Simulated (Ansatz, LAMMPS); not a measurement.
# Amorphous 75SiO2-25GeO2 (mol %) (96 atoms): relaxation and levels of theory

Which bonds does the relaxation leave, and how do the Kohn-Sham gap, forces and pressure change with functional?

Calculated with Ansatz 0.2.0: Kohn-Sham DFT, PBE, PAW (set soft_2), plane waves; cutoff 420 eV, Γ point, fermi-dirac smearing of 0.025 eV.

**The cell**

Density at the start: 2.58 g/cm³. The cell holds 96 atoms: 24 Si, 8 Ge and 64 O. Its edges and angles: a = 11.368 Å, b = 11.368 Å, c = 11.368 Å, α = 90.0°, β = 90.0°, γ = 90.0°. 96 atoms (24 Si, 8 Ge, 64 O) placed at random at 2.58 g/cm³, melted at 5000 K for 10 ps at fixed volume with the Morse and Coulomb pair potential with partial charges (Pedone, Malavasi, Menziani, Cormack and Segre, J. Phys. Chem. B 110, 11780 (2006)). Quenched from 5000 K to 300 K at 50 K/ps and fixed volume, held 5 ps, then minimised at fixed cell.

Cell and atoms were relaxed with PBE. The walk converged after 17 steps by the program's count, with a largest force component of 0.00596 eV/Å; it began at an r.m.s. force component of 0.79 eV/Å. The edges went from 11.368, 11.368, 11.368 to 10.854, 11.335, 11.540 Å, and the volume from 15.304 to 14.779 Å³ an atom (-3.4 %).

The input of the reference single point:

```yaml
crystal:
  lattice:
    - [10.85229, 0.003, 0.17507]
    - [0.003, 11.33408, -0.11136]
    - [0.17507, -0.11136, 11.53859]
  atoms:
    - { symbol: Si, position: [0.11855, 0.82198, 0.6039] }
    - { symbol: Si, position: [0.6366, 0.48409, 0.95323] }
    - { symbol: Si, position: [0.33414, 0.20565, 0.05116] }
    - { symbol: Si, position: [0.27794, 0.69175, 0.00085] }
    [... 90 atom lines left out ...]
    - { symbol: O, position: [0.20799, 0.10914, 0.70804] }
    - { symbol: O, position: [0.62647, 0.51075, 0.61061] }
kpoints:
  mp_grid: { grid: [1, 1, 1] }
hamiltonian:
  xc: pbe
scf:
  occupations: { method: fermi_dirac, width: 0.025 }
output:
  forces: true
  stress: true
  populations: true
  dos:
    method: { smearing: { sigma: 0.08 } }
    de: 0.05
    projected: { site_lists: { Ge: [Ge], O: [O], Si: [Si] } }
  eigenvalues: true
  write_density: true
  write_potential: true
  volumetric_format: npy
```

**Bonds after relaxation**

Bonds by pair of elements; cutoffs follow the first minimum of g(r), held within bounds set by covalent radii, and pairs that aren't listed don't count as bonded:

| pair A-B | cutoff (Å) | bonds | mean length (Å) | spread (Å) | shortest (Å) | B about A | A about B |
| --- | --- | --- | --- | --- | --- | --- | --- |
| O-Si | 2.08 | 96 | 1.64 | 0.014 | 1.6 | 1.5 | 4 |
| O-Ge | 2.17 | 32 | 1.76 | 0.012 | 1.74 | 0.5 | 4 |

How many atoms have how many bonded neighbours:

| element | mean | 2 | 4 |
| --- | --- | --- | --- |
| Ge | 4 | 0 | 8 |
| O | 2 | 64 | 0 |
| Si | 4 | 0 | 24 |

**Levels of theory**

Single points at the relaxed geometry:

| functional | k-mesh | Kohn-Sham gap (eV) | pressure (GPa) | r.m.s. force component (eV/Å) | SCF cycles | time |
| --- | --- | --- | --- | --- | --- | --- |
| PBE | 1×1×1 | 4.133 | -0.01 | 0.002 | 9 | 10 s |
| HSE06 | 1×1×1 | 6.027 | -5.09 | 0.220 | 17 | 2.7 min |
| r2SCAN | 1×1×1 | 4.796 | -4.98 | 0.180 | 10 | 26 s |
| PBEsol | 1×1×1 | 4.082 | -2.74 | 0.081 | 10 | 10 s |

The gap is that between the highest filled and lowest empty Kohn-Sham level on the run's k-points. Cutoffs: 420 eV for PBE, HSE06 and PBEsol; 500 eV for r2SCAN. Times come from shared hosts and are rough.

**Findings**

By these cutoffs 100 % of Ge atoms have 4, 100 % of O atoms have 2 and 100 % of Si atoms have 4 neighbours. The Kohn-Sham gap is 4.13 eV with PBE on the 1×1×1 mesh. On the 1×1×1 mesh HSE06 changes the gap by +1.89 eV against PBE. On the reference's mesh the gap changes with r2SCAN by +0.66 eV and PBEsol by -0.05 eV. Against the reference the pressure changes with HSE06 by -5.1 GPa, r2SCAN by -5.0 GPa and PBEsol by -2.7 GPa; a negative change means a smaller volume than PBE would take.

Limits: All single points share the geometry relaxed with PBE. The volume changed by -3.4 % on relaxing; in so small a cell, on this mesh and at this cutoff, the relaxed density is rough. One sample; tail or defect levels can set the gap of a disordered cell. The quench rate of 50 K/ps is many orders above laboratory rates, so the cell is likely richer in defects and strain than a real sample. The network of bonds at the start is that of the classical potential that made the cell, and needn't be the one that DFT or experiment would give. In some runs the program notes that the exchange threshold is loose for the stress and the SCF threshold is loose for the stress.

[Logs are printed without paths, hosts, clocks, repeated set-up lines and the standing remarks that a program may print on its own settings, such as how far it seeks lower states.]

[Hosts, paths, dates, database ids (printed as entryN), source tags and the programs' standing remarks are cut or masked in the printed files.]
